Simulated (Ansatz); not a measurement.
# KCl (Sylvite, Fm-3m): thermal expansion from first principles, part 2 of 5

How much does KCl (Sylvite) expand with temperature?

Experimental results on record:
- volume expansion coefficient 111.3 1e-6/K and heat capacity C_P per formula unit 51.7 J/mol/K near room temperature (given in “High-Throughput Prediction of Finite-Temperature Properties using the Quasi-Harmonic Approximation”, 2016, arXiv:1603.06924)
- volume expansion coefficient 114.9 1e-6/K near room temperature (given in “Descriptors for thermal expansion in solids”, 2017, arXiv:1701.03966)

Ansatz 0.2.0; DFT LDA, scalar-relativistic, plane waves, PAW.

So far. Step 2 (Probe on a coarse mesh): The start is under -2.0 GPa at this level and looks like an insulator or semiconductor on this mesh.

**4. A second relaxation**

The relaxation is run once more from where the first one ended, as the script does after a large change of volume or of the gap, with mesh and occupations reviewed.

The input, input.yaml:

```yaml
crystal:
  lattice:
    - [0.0, 3.0393353159, 3.0393353159]
    - [3.0393353159, 0.0, 3.0393353159]
    - [3.0393353159, 3.0393353159, 0.0]
  atoms:
    - { symbol: K, position: [0.0, 0.0, 0.0] }
    - { symbol: Cl, position: [0.5, 0.5, 0.5] }
kpoints:
  mp_grid: { grid: [6, 6, 6] }
hamiltonian:
  xc: lda
scf:
  occupations: { method: gaussian, width: 0.02 }
output:
  forces: true
  stress: true
  eigenvalues: true
  write_density: true
  write_potential: true
  elf: true
  volumetric_format: npy
relax:
  adjacent_minimum: "off"
  f_tol: 0.005
  max_steps: 80
  cell: { stress_tol: 0.05 }
```

Command:

```
> ansatz run input.yaml --threads 4 --pin off --max-ram 16384MiB --backend cpu --events-out ev --progress --plain --runs-dir out
```

Numbers of over 12 decimals in the logs are rounded to 6 here.

Output:

```text
[...]
Crystal: 2 atoms, lattice volume = 56.152 Å³
Basis set: ecut = 420 eV, 1067 PW (Γ)
Bands: 12, of which v1, the nominal top of the filled ones, is band 8 counted from 1 (7 counted from 0)
Symmetry: 48 space group operations
[...]
k-points: 16 of 216
[...]
SCF iter   1: F=—  HF=-2544.300680 eV  |F-HF|=—  |Δ(HF+E_count)|=         —  Δρ=6.58e-3  dr2=2.33e-2  ethr=1.77e-3  ⟨swp⟩=6.3  Hψ=1255  notcnv=0
[...]
SCF iter   6: F=-2544.291904 eV  HF=-2544.291904 eV  |F-HF|=2.85e-10  |Δ(HF+E_count)|=   1.10e-8  Δρ=1.03e-6  dr2=4.78e-10  ethr=2.14e-10  ⟨swp⟩=4.9  Hψ=1001  notcnv=0
SCF 1 converged in 6 iterations: F = -2544.291904 eV  dr2 = 4.78e-10
[...]
relax step   1: F+E_penalty+E_count = -2544.29190392 eV  Δ(F+E_penalty+E_count) = +0.000e0 eV  max|allowed force component| = 7.987e-30 eV/Å  Δτ_max = 0.0000 Å  P = -0.029 GPa  Ω = 56.152 Å³  (6 SCF iters, dr2 threshold 1.00e-7 eV, accepted)
[...]
SCF iter   4: F=-2544.291904 eV  HF=-2544.291904 eV  |F-HF|=9.09e-13  |Δ(HF+E_count)|=  9.09e-12  Δρ=8.61e-8  dr2=1.81e-12  ethr=1.00e-12  ⟨swp⟩=5.1  Hψ=760  notcnv=0
SCF 2 converged in 4 iterations: F = -2544.291904 eV  dr2 = 1.81e-12
relax step   2: F+E_penalty+E_count = -2544.29190392 eV  Δ(F+E_penalty+E_count) = -1.346e-10 eV  max|allowed force component| = 6.525e-30 eV/Å  Δτ_max = 0.0000 Å  P = -0.029 GPa  Ω = 56.152 Å³  stress off target by 2.92e-2 GPa  SCF on the basis re-selected at this cell (its energy is not comparable with the rows above)  (4 SCF iters)
basis re-selected at this cell: Δ(F+E_penalty+E_count) = -1.346e-10 eV, ΔP = +0.000 GPa vs the last step (what re-selecting the basis moved, of the pressure what is left beyond the Pulay correction that the steps carried, after the strain that the cell walked since its last selection, with what the two solves' SCF thresholds leave and, on support functions, any second-order correction that the steps lacked; it is no  [...]
SCF converged after 4 iterations
Free energy (F): -2544.291904 eV
[...]
Internal energy: -2544.291904 eV  (E = F + TS)
E sigma→0 (E₀):  -2544.291904 eV
Fermi energy:    3.887608 eV
[...]
--- Stress (GPa, compression-positive) ---
       -0.029233      -0.000000      -0.000000
        0.000000      -0.029233       0.000000
        0.000000      -0.000000      -0.029233
  P = ⅓ Tr σ = -0.0292 GPa (-0.292 kbar)
--- Band table (eV; the first three rows and the last of 16) ---
  k-point 0: bands = [... 4 lower, -8.9809, 1.3339, 1.3339, 1.3339, 6.4412, 9.4325, 9.4325, 9.4325]
  k-point 1: bands = [... 4 lower, -8.8952, 0.9277, 1.2149, 1.2149, 7.1593, 9.2606, 9.8177, 9.8177]
  k-point 2: bands = [... 4 lower, -8.7364, 0.2780, 0.9935, 0.9935, 8.3746, 9.4992, 10.8678, 10.8678]
  k-point 15: bands = [... 4 lower, -8.9115, 0.6656, 0.7942, 0.9122, 8.2297, 10.1952, 10.5416, 11.6524]
--- Relaxed structure (1 steps of the walk, 1 accepted, 1 SCFs on fresh bases) ---
[...]
cell:  # Å, volume = 56.1521 Å³
    - [0.0, 3.0393353159, 3.0393353159]
    - [3.0393353159, 0.0, 3.0393353159]
    - [3.0393353159, 3.0393353159, 0.0]
  atoms:
    - { symbol: K, position: [0.0, 0.0, 0.0] }
    - { symbol: Cl, position: [0.5, 0.5, 0.5] }
```

Wall time 0.58 s (4 threads of Arm Neoverse V2, shared host); peak memory 0.29 GiB; 1.6 s of CPU time.

Little changed from the start: no atom moved by 0.005 Å and no cell edge by 0.1 %.

Valence density in the ac plane of the conventional cell at fractional y = 0.000, with atoms of K and Cl within 0.2 Å of it. It is the smooth field of the valence electrons, not physical close to the nuclei.

Ten even steps from '_' (0.0 e/Å³) to '@' (4.2 e/Å³), each cell a mean:
```
@@**::______::--::----..____..==%%
++--________..::----..________..==
..______________....____________..
__________________________________
__________________________________
..______________..______________..
--::..________--++==..________..--
::--::______::**@@%%==______..----
__--::______::##@@@@++..____..--::
----..______..++##**--________::--
::..__________..::::__________..::
__________________________________
__________________________________
__________________________________
::..__________..::::..__________::
##==..______..------::________--**
@@##::______::--__::--..____..++@@
```
Columns run along a (6.1 Å), rows up along c (6.1 Å), edges of the conventional cell, whose origin can differ from the input's. Atoms in or near the plane, at fractional coordinates: K at (0.00, 0.00), K at (0.50, 0.50), Cl at (0.50, 0.00), Cl at (0.00, 0.50).

Electrostatic potential energy in the ac plane of the conventional cell at fractional y = 0.000, with atoms of K and Cl within 0.2 Å of it. With pseudopotentials it is smooth inside the atoms' cores, unlike the true potential.

Ten even steps from '_' (-48 eV) to '@' (8 eV), each cell a mean:
```
__::**@@@@@@**..____==%%@@@@%%==..
--++%%@@@@@@%%++--==##@@@@@@%%**==
##%%@@@@@@@@@@@@%%%%@@@@@@@@@@%%%%
@@@@@@@@@@@@@@@@@@@@@@@@@@@@@@@@@@
@@@@@@@@@@@@@@@@@@@@@@@@@@@@@@@@@@
%%@@@@@@@@@@@@%%##%%%%@@@@@@@@@@%%
--++%%@@@@@@%%++--==##%%@@@@@@##==
__..##@@@@@@**::__..==%%@@@@%%==__
__..**@@@@%%++..____--##@@@@%%--__
..--%%@@@@@@##--..::++%%@@@@@@++..
**##@@@@@@@@%%##++**%%@@@@@@@@%%**
@@@@@@@@@@@@@@@@%%@@@@@@@@@@@@@@@@
@@@@@@@@@@@@@@@@@@@@@@@@@@@@@@@@@@
@@@@@@@@@@@@@@@@@@@@@@@@@@@@@@@@@@
**##%%@@@@@@@@%%**##%%@@@@@@@@%%**
..--##@@@@@@##--....++@@@@@@%%++::
__..**@@@@@@**..____--%%@@@@##--__
```
Columns run along a (6.1 Å; values clipped at the 3rd and 97th percentile), rows up along c (6.1 Å), edges of the conventional cell, whose origin can differ from the input's. Atoms in or near the plane, at fractional coordinates: K at (0.00, 0.00), K at (0.50, 0.50), Cl at (0.50, 0.00), Cl at (0.00, 0.50).

ELF in the ac plane of the conventional cell at fractional y = 0.000, with atoms of K and Cl within 0.2 Å of it. It is the smooth field of the valence electrons, not physical close to the nuclei.

Ten even steps from '_' (0.02) to '@' (0.86), each cell a mean:
```
%%@@%%::..##@@@@**##@@@@==..**@@@@
@@@@**....**@@@@@@@@@@%%--__==%%@@
**++::____==##@@@@@@%%**::__..==**
..________..--======--::________..
====--..________....________::--==
@@@@##==____::++****--..__::**%%@@
@@@@@@**....**@@@@@@%%--__--%%@@@@
**@@@@##..::%%@@%%@@@@**..==@@@@##
==%%@@##..--@@@@##%%@@**..==@@@@**
%%@@@@##..::%%@@@@@@@@++__==@@@@@@
@@@@@@++..__++%%@@%%**::__--##@@@@
####++::______::--::..____..==**##
......______..........________....
--::______::++######**==..____..::
@@%%==__..++@@@@@@@@@@##--__::**%%
@@@@%%::..##@@@@%%@@@@@@==__++@@@@
##@@@@--..##@@%%==**@@@@==..**@@%%
```
Columns run along a (6.1 Å), rows up along c (6.1 Å), edges of the conventional cell, whose origin can differ from the input's. Atoms in or near the plane, at fractional coordinates: K at (0.00, 0.00), K at (0.50, 0.50), Cl at (0.50, 0.00), Cl at (0.00, 0.50).

**5. Relaxing to small residual forces and stress**

The thresholds are tightened for a last relaxation ahead of the phonons, and where mesh or smearing change with them the cell follows.

input.yaml, the sections that differ from step 4:

```yaml
kpoints:
  mp_grid: { grid: [8, 8, 8] }
scf:
  occupations: { method: fixed }
output:
  forces: true
  stress: true
  eigenvalues: true
relax:
  adjacent_minimum: "off"
  f_tol: 0.001
  max_steps: 60
  cell: { stress_tol: 0.01 }
# crystal, hamiltonian: as in step 4
```

Output:

```text
[...]
Crystal: 2 atoms, lattice volume = 56.152 Å³
Basis set: ecut = 420 eV, 1067 PW (Γ)
Bands: 12, of which v1, the nominal top of the filled ones, is band 8 counted from 1 (7 counted from 0)
Symmetry: 48 space group operations
[...]
k-points: 29 of 512
[...]
k-point 28: bands = [... 4 lower, -8.8526, 0.7086, 0.7826, 0.7826, 9.1542, 9.1542, 10.9023, 11.3846]
--- Relaxed structure (2 steps of the walk, 2 accepted, 1 SCFs on fresh bases) ---
[...]
cell:  # Å, volume = 56.1058 Å³
    - [0, 3.038501, 3.038501]
    - [3.038501, 0, 3.038501]
    - [3.038501, 3.038501, 0]
  atoms:
    - { symbol: K, position: [0, 0, 0] }
    - { symbol: Cl, position: [0.5, 0.5, 0.5] }
[key lines of the parts left out:]
SCF converged after 8 iterations
Free energy (F): -2544.291916 eV
Fermi energy:    1.340232 eV
P = ⅓ Tr σ = -0.0094 GPa (-0.094 kbar)
```

Run time: 1.1 s. Hardware: 4 threads; peak memory 0.3 GiB; 3.5 s of CPU time.

Little changed from the start: no atom moved by 0.005 Å and no cell edge by 0.1 %.

Numbers from this step:

```
pressure          : -0.009401 GPa
gap on the k-mesh : 5.110 eV
volume per atom   : 28.05 Å³
```

The residual pressure is -0.0094 GPa, small enough for phonons.

(Part 2 of 5 ends here.)

[Logs are printed without paths, hosts, clocks, repeated set-up lines and the standing remarks that a program may print on its own settings, such as how far it seeks lower states.]

[Hosts, paths, dates, database ids (printed as entryN), source tags and the programs' standing remarks are cut or masked in the printed files.]

[A step with changed settings may run another functional than the one named; its input shows which.]
